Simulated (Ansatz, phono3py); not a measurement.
# Scattering channels in CaO (Lime, Fm-3m), one at a time, part 2 of 2

Wanted: the sensitivity of κ of CaO (Lime) to the choices of the transport step.

Experimental results on record:
- thermal conductivity 27 W/m/K near room temperature (given in “Combining the AFLOW GIBBS and Elastic Libraries to efficiently and robustly screen thermo-mechanical properties of solids”, 2017, arXiv:1611.05714)
- thermal conductivity 27 W/m/K near room temperature (given in “Predicting the lattice thermal conductivity of solids by solving the Boltzmann transport equation: AFLOW - AAPL an automated, accurate and efficient framework”, 2017, arXiv:1611.05481)

phono3py 4.10.0; DFT LDA, scalar-relativistic, plane waves, PAW; PAW set soft_1; phono3py on Ansatz's force constants.

So far, κ at 300 K (W/m/K): step 2 (relaxation-time solution) 36.8; step 15 (solver RTA with coherences (SMM19)) 36.9; step 16 (delta function Gaussian, sigma 0.05 THz) 37.2; step 17 (delta function Gaussian, sigma 1 THz) 31.8; step 19 (without dipole term) 36.8.

## 20. A changed mass, third order supercell 3×3×3, supercell 6×6×6

Changing one mass at fixed force constants separates the effect of mass from that of bonding.

phono3py.yaml

```yaml
phono3py:
  version: "4.10.0"
  frequency_unit_conversion_factor: 15.633302
  symmetry_tolerance: 1.00000e-05

physical_unit:
  atomic_mass: "AMU"
  length: "angstrom"

space_group:
  type: "Fm-3m"
  number: 225
  Hall_symbol: "-F 4 2 3"

primitive_matrix:
- [  1.000000000000000,  0.000000000000000,  0.000000000000000 ]
- [  0.000000000000000,  1.000000000000000,  0.000000000000000 ]
- [  0.000000000000000,  0.000000000000000,  1.000000000000000 ]

supercell_matrix:
- [   3,   0,   0 ]
- [   0,   3,   0 ]
- [   0,   0,   3 ]

# [primitive_cell block left out]
unit_cell:
  lattice:
  - [     0.000000000000000,     2.353680541300000,     2.353680541300000 ] # a
  - [     2.353680541300000,     0.000000000000000,     2.353680541300000 ] # b
  - [     2.353680541300000,     2.353680541300000,     0.000000000000000 ] # c
  points:
  - symbol: Ca # 1
    coordinates: [  0.000000000000000,  0.000000000000000,  0.000000000000000 ]
    mass: 40.078000
    reduced_to: 1
  - symbol: O # 2
    coordinates: [  0.500000000000000,  0.500000000000000,  0.500000000000000 ]
    mass: 15.999000
    reduced_to: 2

# [supercell block left out]
phonon_supercell_matrix:
- [   6,   0,   0 ]
- [   0,   6,   0 ]
- [   0,   0,   6 ]

# [phonon_primitive_cell block left out]
# [phonon_supercell block left out]
nac:
  born_effective_charge:
  - # 1 (Ca)
    - [  2.375246058980478,  0.000000000000000,  0.000000000000000 ]
    - [  0.000000000000000,  2.375246058980478,  0.000000000000000 ]
    - [  0.000000000000000,  0.000000000000000,  2.375246058980478 ]
  - # 2 (O)
    - [ -2.375246058980478,  0.000000000000000,  0.000000000000000 ]
    - [  0.000000000000000, -2.375246058980478,  0.000000000000000 ]
    - [  0.000000000000000,  0.000000000000000, -2.375246058980478 ]
  dielectric_constant:
    - [  3.870742920998764,  0.000000000000000,  0.000000000000000 ]
    - [  0.000000000000000,  3.870742920998764,  0.000000000000000 ]
    - [  0.000000000000000,  0.000000000000000,  3.870742920998764 ]
  unit_conversion_factor: 14.399645
```

Launch:

```bash
phono3py phono3py.yaml --mesh 23 23 23 --br --mass 50.098 15.999 --ts 100 300 600
```

It took 72 s on 8 threads of Arm Neoverse V1, shared host; peak memory 0.35 GiB.

Numbers from this step:

- κ at 300 K: 29.44 W/m/K
- κ xx, yy, zz at 300 K: 29.44, 29.44, 29.44 W/m/K

W/m/K. Kappa, by row:

| T (K) | xx | yy | zz | yz | xz | xy |
| --- | --- | --- | --- | --- | --- | --- |
| 100 | 142.8 | 142.8 | 142.8 | 0 | 0 | 0 |
| 300 | 29.44 | 29.44 | 29.44 | 0 | 0 | 0 |
| 600 | 14.08 | 14.08 | 14.08 | 0 | 0 | 0 |

Without isotope scattering in either run, κ at 300 K goes from 39.2 to 29.4 W/(m K).

## 21. Mass disorder, third order supercell 3×3×3, supercell 6×6×6

A typed mass variance takes the place of the natural one on the sites of one element, as a model of more or less disorder.

phono3py.yaml is that of step 20.

Launch:

```bash
phono3py phono3py.yaml --mesh 23 23 23 --br --isotope --mv 0.0002976 0.01 --ts 100 150 200 300 400 500 600 800
```

Run time: 80 s. Hardware: 8 threads; peak memory 0.35 GiB; 9.5 min of CPU time.

Numbers from this step:

| Item | Value |
| --- | --- |
| κ at 300 K | 33.15 W/m/K |
| κ xx, yy, zz at 300 K | 33.15, 33.15, 33.15 W/m/K |

W/m/K. Kappa, by row:

| T (K) | xx | yy | zz | yz | xz | xy |
| --- | --- | --- | --- | --- | --- | --- |
| 100 | 133.8 | 133.8 | 133.8 | 0 | 0 | 0 |
| 150 | 72.36 | 72.36 | 72.36 | 0 | 0 | 0 |
| 200 | 51.04 | 51.04 | 51.04 | 0 | 0 | 0 |
| 300 | 33.15 | 33.15 | 33.15 | 0 | 0 | 0 |
| 400 | 24.94 | 24.94 | 24.94 | 0 | 0 | 0 |
| 500 | 20.11 | 20.11 | 20.11 | 0 | 0 | 0 |
| 600 | 16.9 | 16.9 | 16.9 | 0 | 0 | 0 |
| 800 | 12.86 | 12.86 | 12.86 | 0 | 0 | 0 |

κ at 300 K goes from 36.8 in the base run to 33.1 W/(m K).

## 22. An input with a fault, third order supercell 3×3×3, supercell 6×6×6

This input was changed on purpose, to see how the program answers.

phono3py.yaml is that of step 21.

Launch:

```bash
phono3py phono3py.yaml --mesh 11 11 11 --br --freq-scale 0.5 --ts 300
```

Elapsed: 4.7 s, on 8 threads; peak memory 0.35 GiB; 11 s of CPU time.

The run finished. A setting was moved off its sound value on purpose, so it serves as a test and not as the result.

The fault put into the input: force constants scaled so that frequencies halve, the dipole term apart, with which κ at 300 K comes out at 5.61 W/(m K).

## 23. Summary of results

| Property | Result |
| --- | --- |
| κ at 300 K, RTA, natural isotopes, mesh 23×23×23 | 36.8 W/m/K |
| κ at 300 K, RTA, pure, mesh 23×23×23 | 39.2 W/m/K |
| κ at 300 K, LBTE, mesh 19×19×19 | 38.9 W/m/K |
| κ at 300 K, with coherences, mesh 23×23×23 | 36.9 W/m/K |
| κ at 300 K, no dipole term, mesh 23×23×23 | 36.8 W/m/K |

On these constants κ of CaO (Lime) at 300 K is 36.8 W/(m K) in the base run, by relaxation time; smearing and coherences move that between 31.8 and 37.2. The full solution gives 38.9 W/(m K) (phono3py, mesh 19×19×19). On the same constants and mesh Ansatz's figure, which includes its coherence part, and phono3py's, which doesn't, differ by up to 1.8 %; with phono3py's own coherence part added, which is defined differently, the largest difference is 0.028 %. The last step of the mesh series (21 to 27) moves κ at 300 K by -0.3 %, while the coarsest mesh gives 85 % of the densest value. Normal processes make 62 % of the three-phonon scattering at 300 K, weighting modes by their heat capacity. A boundary length of 0.01 µm leaves 24 % of κ at 300 K. A boundary length of 0.03 µm leaves 41 % of κ at 300 K. Scaling the mass of Ca by 1.25 at fixed force constants, a model exercise, multiplies the isotope-free κ by 0.750. A mass variance of 0.01 on the O sites, typed in place of the natural one, gives 90 % of the base value. A measured thermal conductivity near room temperature is 27 W/m/K (arXiv:1611.05714); the calculated 38.9 W/m/K differs by +44 %. The relaxed cell is 6 % smaller in volume than the database cell, which stiffens most phonons and usually raises κ; no run here tested that. Four-phonon, defect and boundary scattering, which are left out, would lower the calculated value; thermal expansion is left out too. The PAW files were made for PBE and are used here under another functional, for which the program regenerates the frozen cores. The cell of these runs is 6 % smaller in volume than the database cell; frequencies and all that rests on them shift with it.

[Logs are printed without paths, hosts, clocks, repeated set-up lines and the standing remarks that a program may print on its own settings, such as how far it seeks lower states.]

[Hosts, paths, dates, database ids (printed as entryN), source tags and the programs' standing remarks are cut or masked in the printed files.]

[A step with changed settings may run another functional than the one named; its input shows which.]
